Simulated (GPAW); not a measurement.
## W: optical spectrum from first principles

Aim: the dielectric function of W, and the optical constants that follow from it.

Program: GPAW 26.7.0. Level of theory: DFT, LDA, plane-wave PAW (GPAW data sets), scalar-relativistic, RPA, optical limit. Results are calculated unless marked as measured.

## (1) The starting structure

Symmetry: Im-3m, No. 229, cubic system. The conventional cell has a = 3.165 Å, b = 3.165 Å, c = 3.165 Å, α = 90.00°, β = 90.00°, γ = 90.00°. Nearest to W lie 8 W at 2.74 Å.

As a file:

```xyz
1
Lattice="-1.5823 1.5823 1.5823 1.5823 -1.5823 1.5823 1.5823 1.5823 -1.5823" Properties=species:S:1:pos:R:3 pbc="T T T"
W     0.0000    0.0000    0.0000
```

## (2) Bands for the response

The response needs many more empty bands than the density does.

This step: DFT, LDA, plane-wave PAW (GPAW data sets), scalar-relativistic, bands at fixed density (GPAW 26.7.0).

Contents of nscf.py:

```python
from ase.dft.bandgap import bandgap
from gpaw import GPAW, FermiDirac

calc = GPAW('gs.gpw').fixed_density(kpts={'size': (15, 15, 15), 'gamma': True}, nbands=28, convergence={'bands': 22},
                                    occupations=FermiDirac(0.05), txt='nscf.txt')
print('gap (eV)', bandgap(calc, output=None)[0])
print('direct gap (eV)', bandgap(calc, direct=True, output=None)[0])
print('top band over the Fermi level (eV)', min(calc.get_eigenvalues(kpt=k)[21] for k in range(len(calc.get_ibz_k_points()))) - calc.get_fermi_level())
calc.write('full.gpw', mode='all')
```

Run with:

```bash
> OMP_NUM_THREADS=1 python nscf.py
```

Numbers of over 12 decimals in the logs are rounded to 6 here.

Output:

```text
Diagonalizing LCAO Hamiltonian
Converting LCAO to pw mode
convergence criteria:
- Maximum integral of absolute [eigenst]ate change: 4e-08 eV^2 / valence electron
maximum number of iterations: 150

SCF iterations
|iter     |      energy | eigst |  dens |
|iter:   1||             | +3.11 |       |
|iter:   2||             | +0.97 |       |
|iter:   3||             | -1.74 |       |
|iter:   4||             | -3.67 |       |
|iter:   5||             | -6.03 |       |
|iter:   6||             | -7.42c|       |
SCF steps: 6
  __  _  _
 | _ |_)|_||  |
 |__||  | ||/\| - 26.7.0

Versions:
  Python: 3.12.14
  ASE:    3.29.0
  Numpy:  2.5.5
  Scipy:  1.18.1
  Libxc:  7.0.0

Input parameters:
  mode=PW(ecut=500.0),
  convergence={'bands': 22},
  gpts=array([15, 15, 15]),
  kpts=MonkhorstPack(size=(15, 15, 15), gamma=True),
  maxiter=150,
  nbands=28,
  occupations=Occupations(name='fermi-dirac', width=0.05, fixmagmom=False),
  parallel={},
  xc=XC(name='LDA')

--- standard output ---
gap (eV) 0.0
direct gap (eV) 0.0
top band over the Fermi level (eV) 37.077561
```

The job ended after 19 s (1 thread of Arm Neoverse V1, shared host; peak memory 0.16 GiB).

## (3) Dielectric function, RPA

Transitions between filled and empty bands, summed over the zone, give the optical response, so mesh, band count and broadening shape it.

The induced potential is part of this response.

This step: DFT, LDA, plane-wave PAW (GPAW data sets), scalar-relativistic, RPA, optical limit (GPAW 26.7.0).

Contents of df.py:

```python
from gpaw.response.df import DielectricFunction

df = DielectricFunction('full.gpw', frequencies={'type': 'nonlinear', 'domega0': 0.03, 'omega2': 8},
                        ecut=50,
                        eta=0.15,
                        nbands=22,
                        rate=0.05,
                        txt='df.txt')
for direction in ['x']:
    df.get_dielectric_function(xc='RPA', direction=direction, filename=f'df_{direction}.csv')
```

Run with:

```bash
> OMP_NUM_THREADS=1 python df.py
```

Output:

```text
Using integrator: PointIntegrator
NonLinearFrequencyDescriptor(from 0.000 to 120.724 eV, 556 points)
Nonperiodic BCs:  [False False False]
Using integrator: PointIntegrator
NonLinearFrequencyDescriptor(from 0.000 to 120.724 eV, 556 points)
Nonperiodic BCs:  [False False False]
Using integrator: PointIntegrator

Calculating chi0 body with:
    Ground state adapter containing:
    Number of spins: 1
    Number of kpoints: 3375
    Number of irreducible kpoints: 120
    Number of completely occupied states: 6
    Number of partially occupied states: 9

    Linear response parametrization:
    q_c: [0.0, 0.0, 0.0]
    Number of frequency points: 556
    Planewave cutoff: 50.0
    Number of bands: 22
    Number of planewaves: 13
    Broadening (eta): 0.15

Integrating chi0 body.

Symmetries of q_c:
    Direct symmetries (Uq -> q): 48
    Indirect symmetries (TUq -> q): 0
In total 48 allowed symmetries.

120 groups of equivalent kpoints. 96.444444% reduction.

Integral kind: spectral function

Calculating chi0 optical extensions with:
    Ground state adapter containing:
    Number of spins: 1
    Number of kpoints: 3375
    Number of irreducible kpoints: 120
    Number of completely occupied states: 6
    Number of partially occupied states: 9

    Linear response parametrization:
    Number of frequency points: 556
    Planewave cutoff: 50.0
    Number of bands: 22
    Number of planewaves: 13
    Broadening (eta): 0.15
Integrating chi0 head and wings.

Symmetries of q_c:
    Direct symmetries (Uq -> q): 48
    Indirect symmetries (TUq -> q): 0
In total 48 allowed symmetries.

120 groups of equivalent kpoints. 96.444444% reduction.

Integral kind: spectral function wings

Calculating drude chi0 with:
    Number of frequency points:556
    Plasma frequency decay rate: 0.05 eV

    Ground state adapter containing:
    Number of spins: 1
    Number of kpoints: 3375
    Number of irreducible kpoints: 120
    Number of completely occupied states: 6
    Number of partially occupied states: 9

Symmetries of q_c:
    Direct symmetries (Uq -> q): 48
    Indirect symmetries (TUq -> q): 0
In total 48 allowed symmetries.

120 groups of equivalent kpoints. 96.444444% reduction.

Integral kind: intraband
Plasma frequency:
[[6.17+0.j 0.  +0.j 0.  -0.j]
 [0.  -0.j 6.17+0.j 0.  -0.j]
 [0.  -0.j 0.  -0.j 6.17+0.j]]
```

The job ended after 6.7 s (1 thread; peak memory 0.18 GiB).

Some rows of df_x.csv (energy; Re and Im without local fields; Re and Im with them):

```text
0.000000, 15278.547249, 0.000000, 15278.500689, 0.000000
0.460735, -113.404050, 89.269545, -113.435866, 89.240178
0.943989, -38.924927, 18.904364, -38.934741, 18.900050
1.451455, 5.306413, 15.755735, 5.295644, 15.751372
1.984998, 4.629119, 23.951170, 4.619683, 23.958927
2.546682, 4.203690, 17.768138, 4.191595, 17.775706
3.138794, 6.433236, 20.563479, 6.436226, 20.564957
3.763875, 3.207922, 16.766457, 3.219601, 16.767439
4.424758, 2.597586, 16.350719, 2.622679, 16.397149
5.124608, -1.751874, 25.387583, -1.601680, 25.559913
5.866977, -9.491936, 11.368804, -9.611403, 11.486196
6.655862, -7.188914, 6.011670, -7.309232, 6.077213
7.495775, -4.227100, 3.918414, -4.315188, 3.953589
8.391833, -2.287263, 3.837417, -2.375248, 3.873023
9.349861, -1.206409, 3.579863, -1.256225, 3.605832
10.376517, -1.287801, 3.502899, -1.332744, 3.581528
11.479449, -1.733583, 3.604322, -1.833432, 3.727188
12.667487, -2.087931, 2.587586, -2.277990, 2.650545
13.950874, -1.100217, 1.688387, -1.311364, 1.742578
```

Sum at mesh points, not converged in k. The Im ε, E ∥ x by photon energy; read off at these points:

photon energy (eV), Im ε, E ∥ x and a bar:
```
     0.50         88 ##############################
     1.00         16 #####
     1.50         17 #####
     1.91         24 ########
     2.00         24 ########
     2.50         19 ######
     3.00         19 ######
     3.50         18 #####
     4.00         17 #####
     4.50         16 #####
     5.00         23 #######
     5.17         26 ########
     5.50         17 #####
     6.00         10 ###
     6.50          8 ##
     7.00          6 #
     7.50          4 #
     8.00          3 
     8.50          4 #
     9.00          3 
     9.50          4 #
    10.00          4 #
    10.50          4 #
    11.00          4 #
    11.50          4 #
    12.00          2 
    12.50          3 
    13.00          2 
    13.50          2
```

Values under 1 per cm are given as 1; sum at mesh points, not converged in k. Table of absorption coefficient, E ∥ x by photon energy:

photon energy (eV), log10 absorption coefficient, E ∥ x (1/cm) and a bar from the least value:
```
    0.492        5.7 ######
    1.010        5.8 #######
    1.486        5.6 
    1.985        5.8 #########
    2.508        5.8 ###########
    3.018        5.9 #############
    3.510        6.0 #################
    3.980        6.0 ##################
    4.516        6.1 ####################
    4.981        6.2 #########################
    5.515        6.3 ##############################
    6.021        6.3 #############################
    6.494        6.3 #############################
    6.985        6.3 ############################
    7.496        6.2 ##########################
    8.026        6.2 ########################
    8.516        6.2 #########################
    9.023        6.1 #######################
    9.483        6.2 ########################
   10.026        6.2 ##########################
   10.519        6.2 ##########################
   11.029        6.3 #############################
   11.479        6.3 #############################
   12.023        6.3 ############################
   12.504        6.3 ##############################
   13.000        6.3 #############################
   13.512        6.3 ##############################
```

The loss function −Im 1/ε at q → 0, E ∥ x has structure finer than the step of the table below, so its rows give means over 0.25 eV, whole bins alone (the curve runs from 0.305 to 14.0 eV). Peaks (eV: height): 1.314: 0.0870, 8.895: 0.279, 10.448: 0.253, 11.252: 0.252, 12.261: 0.321, 13.254: 0.344.

Sum at mesh points, not converged in k. The loss function −Im 1/ε at q → 0, E ∥ x by energy loss; means over each step:

```tsv
energy loss (eV)	loss function −Im 1/ε at q → 0, E ∥ x
0.50	0.00503
0.75	0.00656
1.00	0.0147
1.25	0.0635
1.50	0.0558
1.75	0.0413
2.00	0.0415
2.25	0.0501
2.50	0.0514
2.75	0.0496
3.00	0.0455
3.25	0.0456
3.50	0.0555
3.75	0.0582
4.00	0.0565
4.25	0.0584
4.50	0.0595
4.75	0.0514
5.00	0.0430
5.25	0.0387
5.50	0.0446
5.75	0.0489
6.00	0.0574
6.25	0.0618
6.50	0.0612
6.75	0.0755
7.00	0.0848
7.25	0.0921
7.50	0.115
7.75	0.134
8.00	0.164
8.25	0.190
8.50	0.185
8.75	0.231
9.00	0.264
9.25	0.243
9.50	0.243
9.75	0.243
10.00	0.225
10.25	0.217
10.50	0.236
10.75	0.192
11.00	0.208
11.25	0.241
11.50	0.219
11.75	0.202
12.00	0.235
12.25	0.307
12.50	0.236
12.75	0.236
13.00	0.270
13.25	0.323
13.50	0.283
13.75	0.309
```

The reflectivity at normal incidence, E ∥ x has structure finer than the step of the table below, so its rows give means over 0.25 eV, whole bins alone (the curve runs from 0.305 to 14.0 eV). Peaks (eV: height): 1.985: 53.9, 6.548: 67.6, 11.944: 50.4, 12.668: 48.5, 13.686: 48.3.

Sum at mesh points, not converged in k. The reflectivity at normal incidence, E ∥ x by photon energy; means over each step:

```tsv
photon energy (eV)	reflectivity at normal incidence, E ∥ x (%)
0.50	88.3
0.75	88.1
1.00	84.9
1.25	58.8
1.50	46.2
1.75	49.3
2.00	53.3
2.25	49.5
2.50	48.5
2.75	46.4
3.00	48.9
3.25	51.6
3.50	50.1
3.75	47.7
4.00	48.1
4.25	48.4
4.50	47.4
4.75	49.0
5.00	54.5
5.25	62.5
5.50	64.6
5.75	65.3
6.00	64.5
6.25	63.6
6.50	66.6
6.75	64.7
7.00	62.3
7.25	62.9
7.50	59.2
7.75	55.9
8.00	52.3
8.25	45.9
8.50	47.0
8.75	44.0
9.00	35.2
9.25	35.9
9.50	34.4
9.75	34.9
10.00	34.4
10.25	38.4
10.50	34.4
10.75	40.5
11.00	43.3
11.25	38.8
11.50	40.7
11.75	45.3
12.00	47.7
12.25	36.9
12.50	41.2
12.75	47.4
13.00	46.0
13.25	41.0
13.50	43.7
13.75	46.7
```

Sum at mesh points, not converged in k. The Im ε, E ∥ x by photon energy; read off at these points:

```tsv
photon energy (eV)	without local fields	with local fields
0.500	87.8	87.8
0.750	49.7	49.7
1.000	15.7	15.7
1.250	10.7	10.7
1.500	17.2	17.2
1.750	20.3	20.3
1.912	24.4	24.4
2.000	23.6	23.7
2.250	18.3	18.3
2.500	18.6	18.6
2.750	16.9	16.9
3.000	19.2	19.3
3.250	21.6	21.6
3.500	17.8	17.9
3.750	16.7	16.7
4.000	17.2	17.2
4.250	16.7	16.7
4.500	16.1	16.1
4.750	18.6	18.6
5.000	23.1	23.1
5.173	25.4	25.7
5.250	23.6	23.9
5.500	16.4	16.6
5.750	13.3	13.4
6.000	10.1	10.2
6.250	9.53	9.62
6.500	7.49	7.57
6.750	5.63	5.69
7.000	5.69	5.73
7.250	4.49	4.53
7.500	3.92	3.95
7.750	3.84	3.88
8.000	3.26	3.30
8.250	3.69	3.73
8.500	3.73	3.76
8.750	2.91	2.92
9.000	3.40	3.43
9.250	3.75	3.78
9.500	3.80	3.85
9.750	3.64	3.70
10.000	4.27	4.32
10.250	4.03	4.11
10.500	3.88	3.97
10.750	4.47	4.63
11.000	3.54	3.64
11.250	3.30	3.38
11.500	3.58	3.70
11.750	3.36	3.50
12.000	2.30	2.39
12.250	2.50	2.58
12.500	3.35	3.46
12.750	2.33	2.39
13.000	2.09	2.18
13.250	1.97	2.04
13.500	2.23	2.31
13.750	1.65	1.69
```

Optical constants at common wavelengths, from n + ik = √ε:

```tsv
wavelength (nm)	n	k	R (%)	1/α
1550	2.23	8.358	88.9	15 nm
800	3.51	2.542	47.6	25 nm
532	3.53	2.642	48.7	16 nm
450	3.63	2.335	46.0	15 nm
405	3.73	2.642	49.2	12 nm
248	3.60	3.214	54.3	6.1 nm
193	1.33	3.165	65.6	4.9 nm
```

A polished face would reflect 50 % of daylight and look light grey (CIE x = 0.324, y = 0.335 under D65).

## (4) Results

In words: At this level (LDA, RPA) W is a metal. The mesh is too coarse to trust the carriers' weight, the reflectivity or the colour to better than tens of per cent. A polished face would reflect 50 % of daylight and look light grey (CIE x = 0.324, y = 0.335 under D65). The carriers' damping of 0.05 eV is typed, not computed; it shapes the response at the lowest energies. Spin-orbit coupling is left out although heavy atoms are present. In this version of GPAW the matrix elements of the optical limit are incomplete, which can lower ε − 1 by up to a tenth where first-row anions or d states rule, and shift it by more in d metals. GPAW's carrier term has the form −ωp²/(ω + i·rate)², which damps like twice the rate and fails at low energy, so the curves leave the lowest energies out. The sum runs over mesh points 0.19 Å⁻¹ apart with no interpolation, so peaks are partly noise of the mesh, and the Drude plasma energy, a sum over the Fermi surface, isn't converged.

[Machine, clock and banner lines and Python warnings are left out of the logs.]

[Logs are printed without paths, hosts, clocks, repeated set-up lines and the standing remarks that a program may print on its own settings, such as how far it seeks lower states.]

[Hosts, paths, dates, database ids (printed as entryN), source tags and the programs' standing remarks are cut or masked in the printed files.]
